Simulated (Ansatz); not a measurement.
## What BeC2 (built on the sites of a database entry of BaC2) distorts into

Aim: this structure of BeC2 (built on the sites of a database entry of BaC2) is to be tested for unstable modes, and one is followed downhill.

Main program and level: Ansatz 0.2.0; DFT PBE+D4, scalar-relativistic, plane waves, PAW.

Report form: the programs' logs are mostly left out.

The structure was built from a prototype and need not be the compound's stable phase.

### 1. Set-up

It takes space group I4/mmm (No. 139, tetragonal). Conventional cell: a = 3.659 Å, b = 3.659 Å, c = 4.640 Å, α = 90.00°, β = 90.00°, γ = 90.00°. Be has 2 C at 1.70 Å nearest. Nearest to C lie 1 C at 1.25 Å and 1 Be at 1.70 Å. Farther neighbours are not listed.

### 2. Response at finite wavevector

The cell comes from relaxations at this level that are not shown. Stability and thermal properties need the whole zone. Linear response on a 4×4×4 q mesh gives force constants as far as a supercell of that size would, and the tensors from the zone-centre run are typed in so that the long-range dipole term is interpolated apart.

The input, input.yaml:

```yaml
crystal:
  lattice:
    - [-1.8293136088, 1.8293136088, 2.3198747691]
    - [1.8293136088, -1.8293136088, 2.3198747691]
    - [1.8293136088, 1.8293136088, -2.3198747691]
  atoms:
    - { symbol: Be, position: [0.0, 0.0, 0.0] }
    - { symbol: C, position: [0.634445879, 0.634445879, 0.0] }
    - { symbol: C, position: [0.365554121, 0.365554121, 0.0] }
kpoints:
  mp_grid: { grid: [12, 12, 12] }
hamiltonian:
  xc: pbe
  dispersion: d4
scf:
  occupations: { method: fixed }
output:
  eigenvalues: true
phonons:
  method: dfpt
  qmesh: [4, 4, 4]
  temperatures: { t_max: 1000, t_step: 50 }
  qpath:
    path:
      - [[0.0, 0.0, 0.0], [0.0, 0.0, 0.5], [0.25, 0.25, 0.25], [0.0, 0.5, 0.0], [0.0, 0.0, 0.0], [0.5, 0.5, -0.5], [0.40544876, 0.59455124, -0.40544876]]
      - [[-0.40544876, 0.40544876, 0.40544876], [0.0, 0.0, 0.0]]
      - [[0.0, 0.0, 0.5], [-0.31089752, 0.31089752, 0.5]]
      - [[0.5, 0.5, -0.31089752], [0.5, 0.5, -0.5]]
    npoints: 10
  non_analytic_term:
    high_frequency_dielectric_tensor: [[5.822, 0.0, 0.0], [0.0, 5.822, 0.0], [0.0, 0.0, 7.2717]]
    born_effective_charges:
      - { species: Be, tensor: [[2.671, 0.0, 0.0], [0.0, 2.671, 0.0], [0.0, 0.0, 1.9113]] }
      - { species: C, tensor: [[-1.3355, 0.0, 0.0], [0.0, -1.3355, 0.0], [0.0, 0.0, -0.9557]] }
      - { species: C, tensor: [[-1.3355, 0.0, 0.0], [0.0, -1.3355, 0.0], [0.0, 0.0, -0.9557]] }
    source: "zone-centre run at this cell"
```

Run with:

```
$ ansatz run input.yaml --threads 4 --pin off --max-ram 7168MiB --backend cpu --events-out ev --progress --plain --runs-dir out
```

Run time: 3.7 min. Hardware: 4 threads of Arm Neoverse V1, shared host; peak memory 1.4 GiB; 14 min of CPU time.

This step gave:

- gap on the k-mesh: 2.400 eV
- volume per atom: 10.35 Å³
- sum-rule residual before enforcement: 5.63e-5 eV/Å²
- lowest frequency on the path: -406.4 cm⁻¹
- point group: 4/mmm
- highest frequency on the path or at a solved wavevector: 2026 cm⁻¹
- highest optical mode at the zone centre (no LO-TO term): 1979 cm⁻¹
- lowest optical zone-centre mode: -389.6 cm⁻¹
- lowest mode on the q mesh (acoustic modes at Γ apart): -406.4 cm⁻¹

Frequencies (cm⁻¹) solved at each irreducible wavevector; negative means imaginary. Frequencies by wavevector, by row:

```tsv
q in reciprocal lattice units	star	mode 1	mode 2	mode 3	mode 4	mode 5	mode 6	mode 7	mode 8	mode 9
0 0 0	1	-389.6	-389.6	0	0	0	429.4	429.4	1098	1979
0 0 0.25	4	-394.8	-70.5	96	110.2	367.4	393.8	435.5	1096	1989
0 0 -0.5	2	-406.4	-283.2	134.2	137.7	367.4	399.8	442.2	1093	1997
0 0.25 0	8	-312.4	103.9	126.1	173.8	371.8	420	433.1	1045	2001
0 0.25 0.25	16	-303	-214.5	157	313.6	392.8	412.6	436	1022	2010
0 -0.5 0	4	-261.8	147	209.4	226.6	410.3	422.3	610.8	913.1	2020
0 -0.5 0.25	8	-335.8	-165.3	215.2	222.4	414.2	429.7	609.2	904.6	2021
0.25 0.25 0.25	2	-341.9	-341.9	225.5	225.5	436.9	436.9	606.8	892.7	2022
0.25 0.25 -0.25	2	-338.5	-338.5	204.8	204.8	421.7	421.7	608.6	902.9	2023
0.25 -0.5 -0.5	8	-284.4	-213.2	288.2	300.6	401.9	402	423.6	1013	2019
0.25 -0.25 0.25	4	-242.6	137.9	156	239.4	354.4	399	401.6	1094	1999
0.25 -0.25 -0.5	4	-285.9	-142.7	177	243.6	373.7	380.2	407.2	1092	2007
-0.5 -0.5 -0.5	1	-298.9	-298.9	196	356.4	356.4	380.3	380.3	1089	2016
```

Interpolated from a 4×4×4 q mesh, with the LO-TO term (at Γ the limit along the path; where Γ stands inside the path, tables give the limit on arrival). The phonon branches at the labelled points (cm⁻¹):

```tsv
point	branch 1	branch 2	branch 3	branch 4	branch 5	branch 6	branch 7	branch 8	branch 9
Γ	-390	0	0	0	380	429	429	1098	1979
halfway	-395	-70	96	110	367	394	436	1096	1989
X	-406	-283	134	138	367	400	442	1093	1997
halfway	-375	-305	155	317	390	421	444	1019	2009
P	-342	-342	226	226	437	437	607	893	2022
halfway	-306	-230	225	227	423	428	609	902	2021
N	-262	147	209	227	410	422	611	913	2020
halfway	-312	104	126	174	372	420	433	1045	2001
Γ	-390	0	0	0	89	429	429	1125	1979
halfway	-338	-338	205	205	422	422	609	903	2023
M	-299	-299	196	356	356	380	380	1089	2016
halfway	-292	-283	195	353	356	381	382	1089	2016
S	-275	-235	192	344	354	384	385	1090	2014
jump to S0	-275	-235	192	344	354	384	385	1090	2014
halfway	-277	133	136	180	356	405	409	1096	1993
Γ	-390	0	0	0	380	429	429	1098	1979
jump to X	-406	-283	134	138	367	400	442	1093	1997
halfway	-286	-254	153	157	370	393	425	1092	2002
R	-288	-175	186	301	371	377	397	1091	2011
jump to G′	-288	-175	186	301	371	377	397	1091	2011
halfway	-294	-261	194	344	360	380	385	1090	2015
M	-299	-299	196	356	356	380	380	1089	2016
```

Symmetry leaves 13 wavevectors to solve. The lowest mode among them, the acoustic zeros apart, lies at q = (0, 0, -0.5) and is imaginary, 406.4i cm⁻¹, so the energy falls along it.

### 3. The mode frozen in, largest atomic shift 0 Å

The mode followed lies at q = (0, 0, 0.25) with frequency 394.8i cm⁻¹, one of the unstable modes though not the softest. At small amplitude the distorted cell has space group no. 63 by a symmetry search on the positions. The undistorted cell that holds it gives the zero of energy on the same k mesh.

System of this step: BeC2 (built on the sites of a database entry of BaC2). It takes space group I4/mmm (No. 139, tetragonal). Conventional cell: a = 3.659 Å, b = 3.659 Å, c = 4.640 Å, α = 90.00°, β = 90.00°, γ = 90.00°. Be has 2 C at 1.70 Å nearest. C has 1 C at 1.25 Å and 1 Be at 1.70 Å nearest. Farther neighbours are not listed.

The input, input.yaml:

```yaml
crystal:
  lattice:
    - [-1.8293136088, 1.8293136088, 2.3198747691]
    - [1.8293136088, -1.8293136088, 2.3198747691]
    - [7.3172544351, 7.3172544351, 0.0]
  atoms:
    - { symbol: Be, position: [0.0, 0.0, 0.0] }
    - { symbol: Be, position: [0.5, 0.5, 0.25] }
    - { symbol: Be, position: [0.0, 0.0, 0.5] }
    - { symbol: Be, position: [0.5, 0.5, 0.75] }
    - { symbol: C, position: [0.134445879, 0.134445879, 0.25] }
    - { symbol: C, position: [0.634445879, 0.634445879, 0.5] }
    - { symbol: C, position: [0.134445879, 0.134445879, 0.75] }
    - { symbol: C, position: [0.634445879, 0.634445879, 0.0] }
    - { symbol: C, position: [0.865554121, 0.865554121, 0.25] }
    - { symbol: C, position: [0.365554121, 0.365554121, 0.5] }
    - { symbol: C, position: [0.865554121, 0.865554121, 0.75] }
    - { symbol: C, position: [0.365554121, 0.365554121, 0.0] }
kpoints:
  mp_grid: { grid: [8, 8, 4] }
hamiltonian:
  xc: pbe
  dispersion: d4
scf:
  occupations: { method: gaussian, width: 0.02 }
output:
  forces: true
  stress: true
  eigenvalues: true
```

Run time: 4.1 s. Hardware: 4 threads; peak memory 0.52 GiB.

Numbers from this step:

```yaml
pressure: 3.86e-4 GPa
energy_from_the_undistorted_cell: 0 meV/atom
```

At this level the gap is 2.40 eV on the k-mesh of the self-consistent run, which can miss the band edges.

### 4. The mode frozen in, largest atomic shift 0.45 Å

The atoms are moved along the unstable eigenvector, the largest shift by 0.45 Å, with the cell fixed.

The input, input.yaml:

```yaml
crystal:
  lattice:
    - [-1.8293136088, 1.8293136088, 2.3198747691]
    - [1.8293136088, -1.8293136088, 2.3198747691]
    - [7.3172544351, 7.3172544351, 0.0]
  atoms:
    - { symbol: Be, position: [0.0, 0.0, 0.0] }
    - { symbol: Be, position: [0.4130280205, 0.5869719795, 0.25] }
    - { symbol: Be, position: [0.0, 0.0, 0.5] }
    - { symbol: Be, position: [0.5869719795, 0.4130280205, 0.75] }
    - { symbol: C, position: [0.1701771478, 0.0987146102, 0.25] }
    - { symbol: C, position: [0.634445879, 0.634445879, 0.5] }
    - { symbol: C, position: [0.0987146102, 0.1701771478, 0.75] }
    - { symbol: C, position: [0.634445879, 0.634445879, 0.0] }
    - { symbol: C, position: [0.9012853898, 0.8298228522, 0.25] }
    - { symbol: C, position: [0.365554121, 0.365554121, 0.5] }
    - { symbol: C, position: [0.8298228522, 0.9012853898, 0.75] }
    - { symbol: C, position: [0.365554121, 0.365554121, 0.0] }
kpoints:
  mp_grid: { grid: [8, 8, 4] }
hamiltonian:
  xc: pbe
  dispersion: d4
scf:
  occupations: { method: gaussian, width: 0.02 }
output:
  forces: true
  stress: true
  eigenvalues: true
```

Run time: 4.7 s. Hardware: 4 threads; peak memory 0.52 GiB; 17 s of CPU time.

Numbers from this step:

```
pressure                         : -2.787 GPa
gap on the k-mesh                : 1.596 eV
energy from the undistorted cell : -41.84 meV/atom
```

The energy, extrapolated to zero smearing, is -41.84 meV/atom against the undistorted cell.

The run ends at a pressure of -2.79 GPa, with forces up to 1.2 eV/Å.

### 5. Energy along the mode, all amplitudes (two of the runs are shown above)

An imaginary frequency means negative curvature, so the energy should fall and then rise again as anharmonic terms take over.

This step gave:

```
depth at the lowest point sampled  : 41.84 meV/atom
largest atomic shift at that point : 0.45 Å
```

The energy from the parent by largest atomic shift:

```tsv
largest atomic shift (Å)	energy from the parent (meV/atom)
0.000	0
0.040	-0.971
0.080	-3.82
0.140	-11.1
0.220	-24.1
0.320	-38.4
0.450	-41.8
0.600	3.41
```

Displacement at unit largest shift by atom:

```tsv
atom	x (Å)	y (Å)	z (Å)	size
Be1	0.000	0.000	0.000	0.000
Be2	0.707	-0.707	0.000	1.000
Be3	0.000	0.000	0.000	0.000
Be4	-0.707	0.707	0.000	1.000
C5	-0.291	0.291	0.000	0.412
C6	0.000	0.000	0.000	0.000
C7	0.291	-0.291	0.000	0.412
C8	0.000	0.000	0.000	0.000
C9	-0.291	0.291	0.000	0.412
C10	0.000	0.000	0.000	0.000
C11	0.291	-0.291	0.000	0.412
C12	0.000	0.000	0.000	0.000
```

The lowest of the steps tried is at 0.45 Å, 41.8 meV/atom below the parent; the bottom of the well need not coincide with a step.

### 6. Relaxation from the frozen mode

Starting from the lowest point found, all atoms and the cell are let go, so that strain and other modes of the same symmetry can join in.

Edit input.yaml of step 4 so:

```diff
@@ -24,3 +24,3 @@
 scf:
-  occupations: { method: gaussian, width: 0.02 }
+  occupations: { method: fixed }
 output:
@@ -29 +29,6 @@
   eigenvalues: true
+relax:
+  adjacent_minimum: "off"
+  f_tol: 0.002
+  max_steps: 120
+  cell: { stress_tol: 0.03 }
```

Wall time 46 s (4 threads); peak memory 0.55 GiB.

Step by step:

```tsv
step	energy less that of the first step (eV)	largest force component (eV/Å)	pressure (GPa)	volume (Å³)
1	0.0000	1.2246	-2.79	124.21
2	-0.1403	0.2659	-1.20	123.67
3	-0.1606	0.0497	0.07	124.03
4	-0.1601	0.0253	-0.03	124.84
5	-0.1599	0.0089	-0.01	124.94
6	-0.1599	0.0056	-0.01	124.94
7	-0.1599	0.0001	0.00	124.94
8*	-0.1652	0.0003	0.05	124.94
9	-0.1645	0.0098	0.02	125.47
10	-0.1644	0.0006	0.00	125.53
11*	-0.1658	0.0008	0.01	125.53
```

Relaxation steps marked * repeat the geometry before them on a plane-wave basis chosen anew for their cell, so energy and pressure can jump there.

The run keeps the 8 symmetry operations that it works with, so distortions that break them were not tested.

```tsv
conventional cell, symmetrised	before	after	change
a (Å)	4.640	4.559	-1.7 %
b (Å)	5.174	5.097	-1.5 %
c (Å)	10.348	10.803	+4.4 %
volume (Å³/atom)	10.35	10.46	+1.1 %
```

The atoms that moved most (Å, as changes of fractional coordinates times the final cell):

```tsv
atom	dx	dy	dz	length
Be2	-0.116	0.116	0.000	0.163
Be4	0.116	-0.116	0.000	0.163
C11	0.104	-0.104	-0.015	0.148
C7	0.104	-0.104	0.015	0.148
C9	-0.104	0.104	-0.015	0.148
C5	-0.104	0.104	0.015	0.148
C10	0.000	0.000	-0.007	0.007
C6	0.000	0.000	0.007	0.007
```

Final coordinates:

```
Be C
1.0
    -1.80207    1.80207    2.27973
     1.80207   -1.80207    2.27973
     7.63915    7.63915    0.00000
Be C
4 8
Direct
  0.00000 0.00000 0.00000
  0.44509 0.55491 0.25000
  0.00000 0.00000 0.50000
  0.55491 0.44509 0.75000
  0.20241 0.07312 0.25000
  0.63597 0.63597 0.50000
  0.07312 0.20241 0.75000
  0.63597 0.63597 0.00000
  0.92688 0.79759 0.25000
  0.36403 0.36403 0.50000
  0.79759 0.92688 0.75000
  0.36403 0.36403 0.00000
```

This step gave:

```
pressure          : 0.005786 GPa
gap on the k-mesh : 1.612 eV
volume per atom   : 10.46 Å³
```

The distorted start has space group Cmcm; the relaxation ends in Cmcm.

### 7. The phases reached

The phases reached along the modes that were followed are set side by side.

Energies are those of the first relaxation, on the mesh of the frozen mode; space group, volume and gap are those of the last relaxation. Phases, by row:

```tsv
mode frozen in	space group	energy from parent (meV/atom)	volume (Å³/atom)	gap on mesh (eV)	lowest zone-centre optical mode (cm⁻¹)	largest shift (Å)
parent	I4/mmm	0	10.35	2.4	–	–
q = (0, 0, -0.5), 406i cm⁻¹	Cmcm	-139.8	10.61	1.851	-110.1	0.363
q = (0, 0, 0.25), 395i cm⁻¹	Cmcm	-55.66	10.46	1.612	–	0.33
```

### 8. Outcome

```
unstable mode of the parent                                                      : q = (0, 0, 0.25), 395i cm⁻¹
depth at the lowest point sampled                                                : 41.8 meV/atom
largest atomic shift at that point                                               : 0.45 Å
space group reached (within 0.01 Å)                                              : Cmcm
energy gained over the parent (first relaxation, on the mesh of the frozen mode) : 55.7 meV/atom
volume per atom, phase reached                                                   : 10.5 Å³
gap on the k-mesh, phase reached                                                 : 1.61 eV
```

What this shows: Along this mode the structure falls into Cmcm, 55.7 meV/atom below the parent. At the parent's cell the well is 41.84 meV/atom deep on the steps tried, with its lowest point at a shift of 0.45 Å. Relaxing atoms and cell changes the gain by +13.82 meV/atom against the lowest step (energies at zero smearing). The modes of the phase reached were not computed on this path. Of the 2 patterns followed to their end from this parent, this one ends 84.2 meV/atom above the lowest, Cmcm. Each path keeps the symmetry of its pattern, so a lower phase may lie along a pattern not tried. The program warns that the interpolation holds no quadrupole term, so branches close to Γ can be off in this crystal. In the phonons the program treats the change of the C6 weights of the dispersion term with coordination only in part. The starting cell was built on a prototype and not taken from a measurement, so the phase need not exist.

[Logs are printed without paths, hosts, clocks, repeated set-up lines and the standing remarks that a program may print on its own settings, such as how far it seeks lower states.]

[Hosts, paths, dates, database ids (printed as entryN), source tags and the programs' standing remarks are cut or masked in the printed files.]
